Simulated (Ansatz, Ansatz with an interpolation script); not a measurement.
Rows from a G0W0 calculation on In2O3 (R-3c) (Ansatz 0.2.0; G0W0 on LDA, plane waves, PAW; PAW set soft_1; 4×4×4 mesh, 424 empty bands, screening to 130 eV, PAW set soft_1 files), in eV. Spin-orbit coupling is left out.

```
row                      k  band   start       Σx  Σc at the solution      Vxc
  A  (0.000, 0.000, 0.250)    v1   8.629  -26.850               4.652  -21.762
  B  (0.000, 0.000, 0.250)    c1  11.408  -14.591              -2.978  -18.449
  C                      Γ    c1   9.815  -12.673              -3.317  -16.761
  D                      Γ    v1   8.590  -27.540               4.375  -22.739
  E  (0.000, 0.000, 0.250)    v2   8.462  -26.644               4.674  -21.526
  F                      Γ    v3   8.358  -26.508               4.581  -21.494
```

Q: Work out each quasiparticle level and how far it moved.

The quasiparticle equation reads E = start + Σx + Σc(E) − Vxc.

```
row  E (eV)  shift (eV)
  A   8.194      −0.435
  B  12.288      +0.880
  C  10.586      +0.772
  D   8.165      −0.425
  E   8.018      −0.444
  F   7.926      −0.432
```

The gap over the computed points goes from 1.19 eV to 2.39 eV.

Limits: not at the basis limit; no spin-orbit coupling.

[Paths, hosts, dates, memory and timing lines, banners, echoed tables and standing remarks are left out of the program output.]

[Logs are printed without paths, hosts, clocks, repeated set-up lines and the standing remarks that a program may print on its own settings, such as how far it seeks lower states.]

[Runs of the session that timed out or met a known fault of the program may be left out.]

[Hosts, paths, dates, database ids (printed as entryN), source tags and the programs' standing remarks are cut or masked in the printed files.]
